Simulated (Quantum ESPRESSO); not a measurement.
# How cutoff, mesh and threshold together moves the magnetism of Fe

Wanted: the cheapest choice of cutoff, mesh and threshold together that holds the magnetic results of Fe.

Calculated with Quantum ESPRESSO 7.5; PBEsol; plane waves with GBRV 1.5 PBEsol potentials, no spin-orbit coupling (settings of the first rung).

The raw output is cut from this account; settings, times and results stay.

The database entry behind the starting cell differs from other determinations of this structure, so it need not match the best structure at room temperature.

**1. Set-up**

It takes space group Im-3m (No. 229, cubic). The conventional cell has a = 2.860 Å, b = 2.860 Å, c = 2.860 Å, α = 90.00°, β = 90.00°, γ = 90.00°. Nearest to Fe lie 8 Fe at 2.48 Å.

**2. Rung 1, start ferro +**

File pw.in:

```
&CONTROL
  calculation = 'scf'
  prefix = 'pwscf'
  outdir = './tmp'
  pseudo_dir = './pseudo'
  disk_io = 'nowf'
  tprnfor = .true.
  tstress = .true.
/
&SYSTEM
  ibrav = 0
  nat = 1
  ntyp = 1
  ecutwfc = 22
  ecutrho = 154
  nbnd = 15
  occupations = 'smearing'
  smearing = 'fd'
  degauss = 0.00734986
  nspin = 2
  starting_magnetization(1) = 0.175
/
&ELECTRONS
  conv_thr = 1d-06
  electron_maxstep = 150
  mixing_beta = 0.3
/
ATOMIC_SPECIES
Fe     55.8450 fe_pbesol_v1.5.uspp.F.UPF
CELL_PARAMETERS bohr
  -2.7027618925    2.7027618925    2.7027618925
   2.7027618925   -2.7027618925    2.7027618925
   2.7027618925    2.7027618925   -2.7027618925
ATOMIC_POSITIONS crystal
Fe      0.0000000000    0.0000000000    0.0000000000
K_POINTS automatic
6 6 6 0 0 0
```

Launch:

```bash
OMP_NUM_THREADS=1 mpirun -n 2 pw.x -nk 2 -in pw.in > pw.out
```

The job ended after 1.9 s (2 MPI ranks of Intel Xeon Platinum 8259CL at 2.50GHz (Skylake/Cascade Lake), shared host; peak memory 0.05 GiB).

Spin moment in the atom's sphere by atom:

```
atom  spin moment in the atom's sphere (μB)
 Fe1                                   2.18
```

Read from the output:

```
magnetization : 2.142 μB
final state   : ferromagnetic
```

**3. Rung 1, start antiferro q=(1/2,1/2,1/2) +-**

The wavevector q is in fractions of the reciprocal vectors of the crystal's primitive cell, as the cells of these inputs are built from it; moments change sign between cells as cos(2π q·R).

File pw.in:

```
&CONTROL
  calculation = 'scf'
  prefix = 'pwscf'
  outdir = './tmp'
  pseudo_dir = './pseudo'
  disk_io = 'nowf'
  tprnfor = .true.
  tstress = .true.
/
&SYSTEM
  ibrav = 0
  nat = 2
  ntyp = 2
  ecutwfc = 22
  ecutrho = 154
  nbnd = 23
  occupations = 'smearing'
  smearing = 'fd'
  degauss = 0.00734986
  nspin = 2
  starting_magnetization(1) = 0.175
  starting_magnetization(2) = -0.175
/
&ELECTRONS
  conv_thr = 2d-06
  electron_maxstep = 150
  mixing_beta = 0.3
/
ATOMIC_SPECIES
Fe1    55.8450 fe_pbesol_v1.5.uspp.F.UPF
Fe2    55.8450 fe_pbesol_v1.5.uspp.F.UPF
CELL_PARAMETERS bohr
  -5.4055237850    5.4055237850    5.4055237850
   0.0000000000    0.0000000000    5.4055237850
   0.0000000000    5.4055237850    0.0000000000
ATOMIC_POSITIONS crystal
Fe1     0.0000000000    0.0000000000    0.0000000000
Fe2     0.5000000000    0.0000000000    0.0000000000
K_POINTS automatic
3 6 6 0 0 0
```

Wall time 6.2 s (2 MPI ranks); peak memory 0.13 GiB; 12 s of CPU time.

Spin moment in the atom's sphere by atom:

| atom | spin moment in the atom's sphere (μB) |
| --- | --- |
| Fe1 | 1.69 |
| Fe2 | -1.69 |

Read from the output:

| Quantity | Value |
| --- | --- |
| magnetization | 0 μB |
| final state | antiferromagnetic |

**4. Rung 2, start ferro +**

File pw.in:

```
&CONTROL
  calculation = 'scf'
  prefix = 'pwscf'
  outdir = './tmp'
  pseudo_dir = './pseudo'
  disk_io = 'nowf'
  tprnfor = .true.
  tstress = .true.
/
&SYSTEM
  ibrav = 0
  nat = 1
  ntyp = 1
  ecutwfc = 30
  ecutrho = 210
  nbnd = 15
  occupations = 'smearing'
  smearing = 'fd'
  degauss = 0.00734986
  nspin = 2
  starting_magnetization(1) = 0.175
/
&ELECTRONS
  conv_thr = 1d-07
  electron_maxstep = 150
  mixing_beta = 0.3
/
ATOMIC_SPECIES
Fe     55.8450 fe_pbesol_v1.5.uspp.F.UPF
CELL_PARAMETERS bohr
  -2.7027618925    2.7027618925    2.7027618925
   2.7027618925   -2.7027618925    2.7027618925
   2.7027618925    2.7027618925   -2.7027618925
ATOMIC_POSITIONS crystal
Fe      0.0000000000    0.0000000000    0.0000000000
K_POINTS automatic
8 8 8 0 0 0
```

Wall time 6.1 s (2 MPI ranks); peak memory 0.12 GiB.

Numbers from this step:

```
magnetization  : 2.367 μB
final state    : ferromagnetic
largest moment : 2.417 μB
```

**5. Rung 2, start antiferro q=(1/2,1/2,1/2) +-**

File pw.in:

```
&CONTROL
  calculation = 'scf'
  prefix = 'pwscf'
  outdir = './tmp'
  pseudo_dir = './pseudo'
  disk_io = 'nowf'
  tprnfor = .true.
  tstress = .true.
/
&SYSTEM
  ibrav = 0
  nat = 2
  ntyp = 2
  ecutwfc = 30
  ecutrho = 210
  nbnd = 23
  occupations = 'smearing'
  smearing = 'fd'
  degauss = 0.00734986
  nspin = 2
  starting_magnetization(1) = 0.175
  starting_magnetization(2) = -0.175
/
&ELECTRONS
  conv_thr = 2d-07
  electron_maxstep = 150
  mixing_beta = 0.3
/
ATOMIC_SPECIES
Fe1    55.8450 fe_pbesol_v1.5.uspp.F.UPF
Fe2    55.8450 fe_pbesol_v1.5.uspp.F.UPF
CELL_PARAMETERS bohr
  -5.4055237850    5.4055237850    5.4055237850
   0.0000000000    0.0000000000    5.4055237850
   0.0000000000    5.4055237850    0.0000000000
ATOMIC_POSITIONS crystal
Fe1     0.0000000000    0.0000000000    0.0000000000
Fe2     0.5000000000    0.0000000000    0.0000000000
K_POINTS automatic
4 8 8 0 0 0
```

Run time: 9 s. Hardware: 2 MPI ranks; peak memory 0.15 GiB.

Numbers from this step:

```yaml
magnetization: 0 μB
final_state: antiferromagnetic
largest_moment: 1.778 μB
```

**6. Rung 3, start ferro +**

File pw.in:

```
&CONTROL
  calculation = 'scf'
  prefix = 'pwscf'
  outdir = './tmp'
  pseudo_dir = './pseudo'
  disk_io = 'nowf'
  tprnfor = .true.
  tstress = .true.
/
&SYSTEM
  ibrav = 0
  nat = 1
  ntyp = 1
  ecutwfc = 40
  ecutrho = 280
  nbnd = 15
  occupations = 'smearing'
  smearing = 'fd'
  degauss = 0.00734986
  nspin = 2
  starting_magnetization(1) = 0.175
/
&ELECTRONS
  conv_thr = 2d-09
  electron_maxstep = 150
  mixing_beta = 0.3
/
ATOMIC_SPECIES
Fe     55.8450 fe_pbesol_v1.5.uspp.F.UPF
CELL_PARAMETERS bohr
  -2.7027618925    2.7027618925    2.7027618925
   2.7027618925   -2.7027618925    2.7027618925
   2.7027618925    2.7027618925   -2.7027618925
ATOMIC_POSITIONS crystal
Fe      0.0000000000    0.0000000000    0.0000000000
K_POINTS automatic
14 14 14 0 0 0
```

It took 8.3 s on 2 MPI ranks; peak memory 0.15 GiB; 16 s of CPU time.

Numbers from this step:

| Quantity | Value |
| --- | --- |
| magnetization | 2.291 μB |
| final state | ferromagnetic |
| largest moment | 2.334 μB |

**7. Rung 3, start antiferro q=(1/2,1/2,1/2) +-**

File pw.in:

```
&CONTROL
  calculation = 'scf'
  prefix = 'pwscf'
  outdir = './tmp'
  pseudo_dir = './pseudo'
  disk_io = 'nowf'
  tprnfor = .true.
  tstress = .true.
/
&SYSTEM
  ibrav = 0
  nat = 2
  ntyp = 2
  ecutwfc = 40
  ecutrho = 280
  nbnd = 23
  occupations = 'smearing'
  smearing = 'fd'
  degauss = 0.00734986
  nspin = 2
  starting_magnetization(1) = 0.175
  starting_magnetization(2) = -0.175
/
&ELECTRONS
  conv_thr = 4d-09
  electron_maxstep = 150
  mixing_beta = 0.3
/
ATOMIC_SPECIES
Fe1    55.8450 fe_pbesol_v1.5.uspp.F.UPF
Fe2    55.8450 fe_pbesol_v1.5.uspp.F.UPF
CELL_PARAMETERS bohr
  -5.4055237850    5.4055237850    5.4055237850
   0.0000000000    0.0000000000    5.4055237850
   0.0000000000    5.4055237850    0.0000000000
ATOMIC_POSITIONS crystal
Fe1     0.0000000000    0.0000000000    0.0000000000
Fe2     0.5000000000    0.0000000000    0.0000000000
K_POINTS automatic
7 14 14 0 0 0
```

Wall time 49 s (2 MPI ranks); peak memory 0.19 GiB.

Read from the output:

* magnetization: 0 μB
* final state: antiferromagnetic
* largest moment: 1.796 μB

**8. Rung 4, start ferro +**

File pw.in:

```
&CONTROL
  calculation = 'scf'
  prefix = 'pwscf'
  outdir = './tmp'
  pseudo_dir = './pseudo'
  disk_io = 'nowf'
  tprnfor = .true.
  tstress = .true.
/
&SYSTEM
  ibrav = 0
  nat = 1
  ntyp = 1
  ecutwfc = 52
  ecutrho = 364
  nbnd = 15
  occupations = 'smearing'
  smearing = 'fd'
  degauss = 0.00734986
  nspin = 2
  starting_magnetization(1) = 0.175
/
&ELECTRONS
  conv_thr = 1d-10
  electron_maxstep = 150
  mixing_beta = 0.3
/
ATOMIC_SPECIES
Fe     55.8450 fe_pbesol_v1.5.uspp.F.UPF
CELL_PARAMETERS bohr
  -2.7027618925    2.7027618925    2.7027618925
   2.7027618925   -2.7027618925    2.7027618925
   2.7027618925    2.7027618925   -2.7027618925
ATOMIC_POSITIONS crystal
Fe      0.0000000000    0.0000000000    0.0000000000
K_POINTS automatic
18 18 18 0 0 0
```

Wall time 51 s (2 MPI ranks); peak memory 0.19 GiB; 1.7 min of CPU time.

This step gave:

```
magnetization  : 2.284 μB
final state    : ferromagnetic
largest moment : 2.330 μB
```

**9. Rung 4, start antiferro q=(1/2,1/2,1/2) +-**

File pw.in:

```
&CONTROL
  calculation = 'scf'
  prefix = 'pwscf'
  outdir = './tmp'
  pseudo_dir = './pseudo'
  disk_io = 'nowf'
  tprnfor = .true.
  tstress = .true.
/
&SYSTEM
  ibrav = 0
  nat = 2
  ntyp = 2
  ecutwfc = 52
  ecutrho = 364
  nbnd = 23
  occupations = 'smearing'
  smearing = 'fd'
  degauss = 0.00734986
  nspin = 2
  starting_magnetization(1) = 0.175
  starting_magnetization(2) = -0.175
/
&ELECTRONS
  conv_thr = 2d-10
  electron_maxstep = 150
  mixing_beta = 0.3
/
ATOMIC_SPECIES
Fe1    55.8450 fe_pbesol_v1.5.uspp.F.UPF
Fe2    55.8450 fe_pbesol_v1.5.uspp.F.UPF
CELL_PARAMETERS bohr
  -5.4055237850    5.4055237850    5.4055237850
   0.0000000000    0.0000000000    5.4055237850
   0.0000000000    5.4055237850    0.0000000000
ATOMIC_POSITIONS crystal
Fe1     0.0000000000    0.0000000000    0.0000000000
Fe2     0.5000000000    0.0000000000    0.0000000000
K_POINTS automatic
9 18 18 0 0 0
```

Elapsed: 1.9 min, on 2 MPI ranks; peak memory 0.27 GiB; 3.8 min of CPU time.

Read from the output:

```yaml
magnetization: 0 μB
final_state: antiferromagnetic
largest_moment: 1.801 μB
```

**10. The rungs together**

Ladder, by row:

| rung | cutoff (eV) | mesh | state from the first start | state from the second start | second less first (meV a seeded atom) | moment, first (μB) | moment, second (μB) | CPU time (s) |
| --- | --- | --- | --- | --- | --- | --- | --- | --- |
| 1 | 299 | 6x6x6 | ferromagnetic | antiferromagnetic | 458.6 | 2.18 | 1.693 | 15.52 |
| 2 | 408 | 8x8x8 | ferromagnetic | antiferromagnetic | 430 | 2.417 | 1.778 | 29.45 |
| 3 | 544 | 14x14x14 | ferromagnetic | antiferromagnetic | 442.7 | 2.334 | 1.796 | 114.3 |
| 4 | 707 | 18x18x18 | ferromagnetic | antiferromagnetic | 442 | 2.33 | 1.801 | 329.9 |

**11. Summary of results**

| Item | Value |
| --- | --- |
| range of the largest moment, first start | 2.18 to 2.42 μB; second start 1.69 to 1.80 μB |
| range of CPU time | 16 s to 5.5 min |
| range of the energy difference | 430 to 459 meV a seeded atom |
| first rung that agrees with the last (margins below) | 3 |

In words: From rung 3 on the states are those of the last rung, the moments stay within 0.05 μB of it and the difference within 22 meV; rung 3 took 35 % of its CPU time. Energies are free energies at an electronic temperature of 1160 K, which lowers moments and differences where the moments are itinerant.

[Long decimals in the printed logs are rounded to 6 places.]

[Logs and program files are shortened in this print: banners, set-up blocks, solver, clock and traceback lines can be left out without a mark of their own.]

[Logs are printed without paths, hosts, clocks, repeated set-up lines and the standing remarks that a program may print on its own settings, such as how far it seeks lower states.]

[Hosts, paths, dates, database ids (printed as entryN), source tags and the programs' standing remarks are cut or masked in the printed files.]

[Where the starting crystal was built by hand or by swapping elements, it need not be the compound's stable phase.]

[Where a cell is said to come from a database of computed structures, the database is the Materials Project.]

[Lattice constants that a cell's source calls measured were typed from memory.]
